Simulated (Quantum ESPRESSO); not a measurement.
# Ni(111) under a row of overlayers, part 5 of 17

Wanted: work-function changes of Ni(111) along a row of adsorbates.

Quantum ESPRESSO 7.5; plane-wave DFT, PBE, GBRV ultrasoft pseudopotentials.

So far. Step 5 (Projected density of states, clean face): The atomic orbitals miss 0.2 % of the occupied states; for empty states the projections can miss much more. Step 6 (Relaxation with pw.x, F overlayer): The relaxation lowers the energy by 6 meV an atom. On the free atoms the largest force ends at 0.004 eV/Å.

### Step 7. Ground state, F overlayer, with startingpot = atomic

File F.esm.try.in:

```
&control
  prefix = 'F.esm'
  outdir = './out'
  pseudo_dir = './pseudo'
  calculation = 'scf'
  tprnfor = .true.
/
&system
  ibrav = 0
  nat = 6
  ntyp = 2
  ecutwfc = 40
  ecutrho = 200
  occupations = 'smearing'
  smearing = 'mv'
  degauss = 0.02
  assume_isolated = 'esm'
  esm_bc = 'bc1'
  nspin = 2
  starting_magnetization(1) = 0.12
/
&electrons
  conv_thr = 1e-07
  mixing_beta = 0.4
  electron_maxstep = 120
  mixing_mode = 'local-TF'
/
ATOMIC_SPECIES
  Ni  58.6934  ni_pbe_v1.4.uspp.F.UPF
  F   18.9984  f_pbe_v1.4.uspp.F.UPF
CELL_PARAMETERS angstrom
  2.48901586977665 0.00000000000000 0.00000000000000
  1.24450793488832 2.15555097364920 0.00000000000000
  0.00000000000000 0.00000000000000 27.12909179018993
ATOMIC_POSITIONS crystal
  Ni  0.666666666700 0.666666666700 -0.181793480900
  Ni  0.000000000000 0.000000000000 -0.106882276200
  Ni  0.333333333300 0.333333333300 -0.031971071500
  Ni  0.666666666700 0.666666666700 0.043201603600
  Ni  0.000000000000 0.000000000000 0.117370569800
  F   0.000000000000 0.000000000000 0.181793480900
K_POINTS automatic
  12 12 1 0 0 0
```

On the command line:

```bash
> OMP_NUM_THREADS=1 mpirun -n 8 pw.x -nk 8 -in F.esm.try.in > F.esm.try.out
```

Log:

```text
[banner, memory and clock lines left out]
Program PWSCF v.7.5 starts

          URL

     Message from routine setup:
     using ibrav=0 with symmetry is DISCOURAGED, use correct ibrav instead

     G-vector sticks info

     bravais-lattice index     =            0
     lattice parameter (alat)  =       4.7036  a.u.
     unit-cell volume          =     982.2405 (a.u.)^3
     number of atoms/cell      =            6
     number of atomic types    =            2
     number of electrons       =        97.00
     number of Kohn-Sham states=           59
     kinetic-energy cutoff     =      40.0000  Ry
     charge density cutoff     =     200.0000  Ry
     scf convergence threshold =      1.0E-07
     mixing beta               =       0.4000
     number of iterations used =            8  local-TF  mixing
     Exchange-correlation=  SLA  PW   PBX  PBC
                           (   1   4   3   4   0   0   0)

     Effective Screening Medium Method
     Boundary Conditions: Vacuum-Slab-Vacuum
     total charge in unit cell        =   0.0000
     grid points for fit at edges     =        4

     celldm(1)=   4.703558  celldm(2)=   0.000000  celldm(3)=   0.000000
     celldm(4)=   0.000000  celldm(5)=   0.000000  celldm(6)=   0.000000

     crystal axes: (cart. coord. in units of alat)
               a(1) = (   1.000000   0.000000   0.000000 )
               a(2) = (   0.500000   0.866025   0.000000 )
               a(3) = (   0.000000   0.000000  10.899525 )

     reciprocal axes: (cart. coord. in units 2 pi/alat)
               b(1) = (  1.000000 -0.577350  0.000000 )
               b(2) = (  0.000000  1.154701  0.000000 )
               b(3) = (  0.000000  0.000000  0.091747 )

     PseudoPot. # 1 for Ni read from file:
     ./pseudo/ni_pbe_v1.4.uspp.F.UPF
     Pseudo is Ultrasoft + core correction, Zval = 18.0
     Generated by new atomic code, or converted to UPF format
     Using radial grid of  865 points,  6 beta functions with:
                l(1) =   0
                l(2) =   0
                l(3) =   1
                l(4) =   1
                l(5) =   2
                l(6) =   2
     Q(r) pseudized with 10 coefficients,  rinner =    0.980   0.980   0.980
                                                       0.980   0.980

     PseudoPot. # 2 for F  read from file:
     ./pseudo/f_pbe_v1.4.uspp.F.UPF
     Pseudo is Ultrasoft, Zval =  7.0
     Generated by new atomic code, or converted to UPF format
     Using radial grid of  799 points,  4 beta functions with:
                l(1) =   0
                l(2) =   0
                l(3) =   1
                l(4) =   1
     Q(r) pseudized with  8 coefficients,  rinner =    0.950   0.950   0.950

     atomic species   valence    mass     pseudopotential
     Ni               18.00    58.69340     Ni( 1.00)
[...]
total energy              =   -1752.35264453 Ry
     estimated scf accuracy    <     199.27041312 Ry

     total magnetization       =     1.15 Bohr mag/cell
     absolute magnetization    =     1.75 Bohr mag/cell

     iteration #116     ecut=    40.00 Ry     beta= 0.40
     Davidson diagonalization with overlap
     ethr =  1.00E-02,  avg # of iterations =  8.7

     negative rho (up, down):  5.615E-02 4.730E-02

     total energy              =   -1765.72404114 Ry
     estimated scf accuracy    <      47.64977147 Ry

     total magnetization       =     0.09 Bohr mag/cell
     absolute magnetization    =     0.53 Bohr mag/cell

     iteration #117     ecut=    40.00 Ry     beta= 0.40
     Davidson diagonalization with overlap
     ethr =  1.00E-02,  avg # of iterations =  1.1

     negative rho (up, down):  3.392E-02 4.316E-02

     total energy              =   -1764.82096787 Ry
     estimated scf accuracy    <      62.04359586 Ry

     total magnetization       =     1.06 Bohr mag/cell
     absolute magnetization    =     1.26 Bohr mag/cell

     iteration #118     ecut=    40.00 Ry     beta= 0.40
     Davidson diagonalization with overlap
     ethr =  1.00E-02,  avg # of iterations =  1.2

     negative rho (up, down):  2.761E-02 3.310E-02

     total energy              =   -1765.80666575 Ry
     estimated scf accuracy    <      40.31325773 Ry

     total magnetization       =     1.69 Bohr mag/cell
     absolute magnetization    =     2.44 Bohr mag/cell

     iteration #119     ecut=    40.00 Ry     beta= 0.40
     Davidson diagonalization with overlap
     ethr =  1.00E-02,  avg # of iterations =  1.0

     negative rho (up, down):  3.023E-02 3.055E-02

     total energy              =   -1766.02206454 Ry
     estimated scf accuracy    <      10.45023168 Ry

     total magnetization       =     2.06 Bohr mag/cell
     absolute magnetization    =     2.19 Bohr mag/cell

     iteration #120     ecut=    40.00 Ry     beta= 0.40
     Davidson diagonalization with overlap
     ethr =  1.00E-02,  avg # of iterations =  1.0

     negative rho (up, down):  1.179E-02 1.303E-02

     total energy              =   -1765.71615426 Ry
     estimated scf accuracy    <      19.28197730 Ry

     total magnetization       =     1.27 Bohr mag/cell
     absolute magnetization    =     1.51 Bohr mag/cell

     End of self-consistent calculation

     convergence NOT achieved after 120 iterations: stopping

     XML data file, charge density

                                        0.00s GPU  (    8554 calls)

Note: The following floating-point exceptions are signalling: IEEE_DIVIDE_BY_ZERO IEEE_UNDERFLOW_FLAG IEEE_DENORMAL
Note: The following floating-point exceptions are signalling: IEEE_DIVIDE_BY_ZERO IEEE_UNDERFLOW_FLAG IEEE_DENORMAL
Note: The following floating-point exceptions are signalling: IEEE_DIVIDE_BY_ZERO IEEE_UNDERFLOW_FLAG IEEE_DENORMAL
Note: The following floating-point exceptions are signalling: IEEE_DIVIDE_BY_ZERO IEEE_UNDERFLOW_FLAG IEEE_DENORMAL
Note: The following floating-point exceptions are signalling: IEEE_DIVIDE_BY_ZERO IEEE_UNDERFLOW_FLAG IEEE_DENORMAL
Note: The following floating-point exceptions are signalling: IEEE_DIVIDE_BY_ZERO IEEE_UNDERFLOW_FLAG IEEE_DENORMAL
Note: The following floating-point exceptions are signalling: IEEE_DIVIDE_BY_ZERO IEEE_UNDERFLOW_FLAG IEEE_DENORMAL
Note: The following floating-point exceptions are signalling: IEEE_DIVIDE_BY_ZERO IEEE_UNDERFLOW_FLAG IEEE_DENORMAL
```

The job ended after 9.8 min (8 MPI ranks of AMD EPYC 7R43, shared host; peak memory 1.1 GiB).

The run ended without convergence. The estimated SCF accuracy went from 9.68e+03 Ry in the first cycle kept to 10.5 Ry at best and 19.3 Ry in the last.

From atomic densities this run did not converge under open boundaries; a start from the density of a periodic run is one way round.

### Step 8. SCF with pw.x, F overlayer

A plain periodic run, loosely converged, makes a sound starting density. Its levels are not used.

F.esm.pre.in is the input of step 7 with these lines changed:

```diff
@@ -1,3 +1,3 @@
 &control
-  prefix = 'F.esm'
+  prefix = 'F.esm.pre'
   outdir = './out'
@@ -16,4 +16,2 @@
   degauss = 0.02
-  assume_isolated = 'esm'
-  esm_bc = 'bc1'
   nspin = 2
@@ -22,3 +20,3 @@
 &electrons
-  conv_thr = 1e-07
+  conv_thr = 1e-05
   mixing_beta = 0.4
```

On the command line:

```bash
> OMP_NUM_THREADS=1 mpirun -n 8 pw.x -nk 8 -in F.esm.pre.in > F.esm.pre.out
```

Log:

```text
[banner, memory and clock lines left out]
Program PWSCF v.7.5 starts
[citation notice left out]

[...]
Message from routine setup:
[...]
bravais-lattice index     =            0
     lattice parameter (alat)  =       4.7036  a.u.
     unit-cell volume          =     982.2405 (a.u.)^3
     number of atoms/cell      =            6
     number of atomic types    =            2
     number of electrons       =        97.00
     number of Kohn-Sham states=           59
     kinetic-energy cutoff     =      40.0000  Ry
     charge density cutoff     =     200.0000  Ry
     scf convergence threshold =      1.0E-05
     mixing beta               =       0.4000
     number of iterations used =            8  local-TF  mixing
     Exchange-correlation=  SLA  PW   PBX  PBC
                           (   1   4   3   4   0   0   0)

[...]
PseudoPot. # 1 for Ni read from file:
     ./pseudo/ni_pbe_v1.4.uspp.F.UPF
     Pseudo is Ultrasoft + core correction, Zval = 18.0
     Generated by new atomic code, or converted to UPF format
     Using radial grid of  865 points,  6 beta functions with:
                l(1) =   0
                l(2) =   0
                l(3) =   1
                l(4) =   1
                l(5) =   2
                l(6) =   2
     Q(r) pseudized with 10 coefficients,  rinner =    0.980   0.980   0.980
                                                       0.980   0.980

     PseudoPot. # 2 for F  read from file:
     ./pseudo/f_pbe_v1.4.uspp.F.UPF
     Pseudo is Ultrasoft, Zval =  7.0
     Generated by new atomic code, or converted to UPF format
     Using radial grid of  799 points,  4 beta functions with:
                l(1) =   0
                l(2) =   0
                l(3) =   1
                l(4) =   1
     Q(r) pseudized with  8 coefficients,  rinner =    0.950   0.950   0.950

     atomic species   valence    mass     pseudopotential
     Ni               18.00    58.69340     Ni( 1.00)
     F                 7.00    18.99840     F ( 1.00)

     Starting magnetic structure
     atomic species   magnetization
     Ni              0.120
     F               0.000

      6 Sym. Ops. (no inversion) found

[...]
number of k points=    19  Marzari-Vanderbilt smearing, width (Ry)=  0.0200
[...]
Dense  grid:    46995 G-vectors     FFT dimensions: (  24,  24, 240)

     Smooth grid:    33687 G-vectors     FFT dimensions: (  20,  20, 216)

     Check: negative core charge=   -0.000014
     Generating pointlists ...
     new r_m :   0.2896 (alat units)  1.3624 (a.u.) for type    1
     new r_m :   0.2896 (alat units)  1.3624 (a.u.) for type    2

     Initial potential from superposition of free atoms

     starting charge      87.0000, renormalised to      97.0000

     negative rho (up, down):  1.071E-03 8.401E-04
     Starting wfcs are   69 randomized atomic wfcs

     per-process dynamical memory:    74.5 Mb

     Self-consistent Calculation

     iteration #  1     ecut=    40.00 Ry     beta= 0.40
     Davidson diagonalization with overlap
     ethr =  1.00E-02,  avg # of iterations = 12.0

     negative rho (up, down):  1.586E-01 1.717E-01

     total energy              =   -1788.54592068 Ry
     estimated scf accuracy    <    3147.28377978 Ry

     total magnetization       =     1.54 Bohr mag/cell
     absolute magnetization    =     1.71 Bohr mag/cell

     iteration #  2     ecut=    40.00 Ry     beta= 0.40
[...]
negative rho (up, down):  2.192E-01 2.270E-01

[...]
total energy              =   -1765.46366673 Ry
     estimated scf accuracy    <    1334.39343429 Ry

     total magnetization       =     0.74 Bohr mag/cell
     absolute magnetization    =     0.93 Bohr mag/cell

     iteration #  3     ecut=    40.00 Ry     beta= 0.40
[...]
negative rho (up, down):  1.883E-01 1.906E-01

[...]
total energy              =   -1766.66577162 Ry
     estimated scf accuracy    <     155.70678971 Ry

     total magnetization       =     0.46 Bohr mag/cell
     absolute magnetization    =     0.82 Bohr mag/cell

     iteration #  4     ecut=    40.00 Ry     beta= 0.40
[...]
negative rho (up, down):  1.835E-01 1.828E-01

[...]
total energy              =   -1762.54443483 Ry
     estimated scf accuracy    <     213.28727334 Ry

     total magnetization       =     0.28 Bohr mag/cell
     absolute magnetization    =     0.71 Bohr mag/cell

     iteration #  5     ecut=    40.00 Ry     beta= 0.40
[...]
negative rho (up, down):  1.682E-01 1.680E-01

[...]
total energy              =   -1767.59767331 Ry
     estimated scf accuracy    <      81.55161141 Ry

     total magnetization       =    -0.13 Bohr mag/cell
     absolute magnetization    =     0.24 Bohr mag/cell

     iteration #  6     ecut=    40.00 Ry     beta= 0.40
[...]
negative rho (up, down):  1.573E-01 1.574E-01

[...]
total energy              =   -1765.94103776 Ry
     estimated scf accuracy    <      18.85951497 Ry

     total magnetization       =     0.31 Bohr mag/cell
     absolute magnetization    =     0.47 Bohr mag/cell

[...]
iteration # 46     ecut=    40.00 Ry     beta= 0.40
[...]
negative rho (up, down):  3.752E-04 3.398E-04

[...]
total energy              =   -1764.87003845 Ry
     estimated scf accuracy    <       0.00026887 Ry

     total magnetization       =    -4.20 Bohr mag/cell
     absolute magnetization    =     4.76 Bohr mag/cell

     iteration # 47     ecut=    40.00 Ry     beta= 0.40
[...]
negative rho (up, down):  4.081E-04 3.465E-04

[...]
total energy              =   -1764.87007441 Ry
     estimated scf accuracy    <       0.00003884 Ry

     total magnetization       =    -4.20 Bohr mag/cell
     absolute magnetization    =     4.77 Bohr mag/cell

     iteration # 48     ecut=    40.00 Ry     beta= 0.40
[...]
negative rho (up, down):  4.176E-04 3.562E-04

[...]
total energy              =   -1764.87007594 Ry
     estimated scf accuracy    <       0.00001588 Ry

     total magnetization       =    -4.20 Bohr mag/cell
     absolute magnetization    =     4.77 Bohr mag/cell

     iteration # 49     ecut=    40.00 Ry     beta= 0.40
[...]
negative rho (up, down):  4.017E-04 3.335E-04

     Magnetic moment per site  (integrated on atomic sphere of radius R)
     atom   1 (R=0.290)  charge= 14.7789  magn= -0.7325
     atom   2 (R=0.290)  charge= 14.7726  magn= -0.7320
     atom   3 (R=0.290)  charge= 14.7734  magn= -0.6997
     atom   4 (R=0.290)  charge= 14.7706  magn= -0.6934
     atom   5 (R=0.290)  charge= 14.7520  magn= -1.0600
     atom   6 (R=0.290)  charge=  5.8619  magn= -0.3387

[...]
End of self-consistent calculation

 ------ SPIN UP ------------

          k = 0.0000 0.0000 0.0000 (  4243 PWs)   bands (ev):

  -100.1100-100.0214-100.0043 -99.9866 -99.7316 -60.6501 -60.4964 -60.4273
   -60.3783 -60.3783 -60.3437 -60.3295 -60.3295 -60.3194 -60.3194 -60.3018
   -60.3018 -60.0969 -60.0969 -60.0506 -19.2123  -6.0591  -5.1451  -3.7639
    -2.3949  -1.7483  -1.6051   0.8792   0.8861   1.0603   1.0603   1.1428
     1.1428   1.1565   1.1908   1.1908   1.2855   1.2855   1.4639   1.4639
     1.5678   1.5701   1.5701   2.1744   2.1744   2.2916   2.2916   2.6078
     2.6078   2.7806   2.9190   2.9190   3.2493   3.2493   8.0086   8.3353
     9.5407  10.3811  11.2144

          k = 0.0000 0.0962 0.0000 (  4225 PWs)   bands (ev):

  -100.1084-100.0197-100.0026 -99.9853 -99.7301 -60.6478 -60.4936 -60.4282
   -60.3887 -60.3813 -60.3490 -60.3394 -60.3326 -60.3269 -60.3224 -60.3125
   -60.3040 -60.1081 -60.0996 -60.0493 -19.1516  -5.8207  -4.9177  -3.5537
    -2.2051  -1.5842  -1.5384   0.7236   0.7782   0.8808   0.9920   1.0925
     1.1403   1.1660   1.2003   1.2452   1.2860   1.3045   1.3697   1.4411
     1.5309   1.5969   1.6140   2.0791   2.1157   2.1818   2.3058   2.4080
     2.6079   2.8638   2.9227   3.2329   3.2631   3.8370   8.1584   8.5333
     9.7564  10.5879  11.4095

[...]
the Fermi energy is     2.8038 ev

!    total energy              =   -1764.87007674 Ry
     estimated scf accuracy    <       0.00000110 Ry
     smearing contrib. (-TS)   =       0.00051497 Ry
     internal energy E=F+TS    =   -1764.87059172 Ry

     The total energy is F=E-TS. E is the sum of the following terms:
     one-electron contribution =  -19756.62003803 Ry
     hartree contribution      =    9891.03237605 Ry
     xc contribution           =    -186.96835590 Ry
     ewald contribution        =    8287.68542616 Ry

     total magnetization       =    -4.20 Bohr mag/cell
     absolute magnetization    =     4.77 Bohr mag/cell

     convergence has been achieved in  49 iterations

     negative rho (up, down):  4.017E-04 3.335E-04

     Forces acting on atoms (cartesian axes, Ry/au):

     atom    1 type  1   force =     0.00000000    0.00000000    0.00682812
     atom    2 type  1   force =     0.00000000    0.00000000   -0.00546760
     atom    3 type  1   force =     0.00000000    0.00000000   -0.00046135
     atom    4 type  1   force =     0.00000000    0.00000000    0.00002823
     atom    5 type  1   force =     0.00000000    0.00000000   -0.00250308
     atom    6 type  2   force =     0.00000000    0.00000000    0.00157568

     Total force =     0.009246     Total SCF correction =     0.009379
     SCF correction compared to forces is large: reduce conv_thr to get better values

[...]
```

Run time: 97 s. Hardware: 8 MPI ranks; peak memory 1.1 GiB.

This step gave:

```
Fermi energy : 2.804 eV
site moments : -0.7325, -0.732, -0.6997, -0.6934, -1.06, -0.3387 μB
```

[end of part 5 of 17]

[Logs are printed without paths, hosts, clocks, repeated set-up lines and the standing remarks that a program may print on its own settings, such as how far it seeks lower states.]

[Hosts, paths, dates, database ids (printed as entryN), source tags and the programs' standing remarks are cut or masked in the printed files.]

[Maps of the electrostatic potential energy from Ansatz leave out the sawtooth potential of an applied field or a dipole correction, so their vacuum need not be flat; planar profiles and work functions include it.]
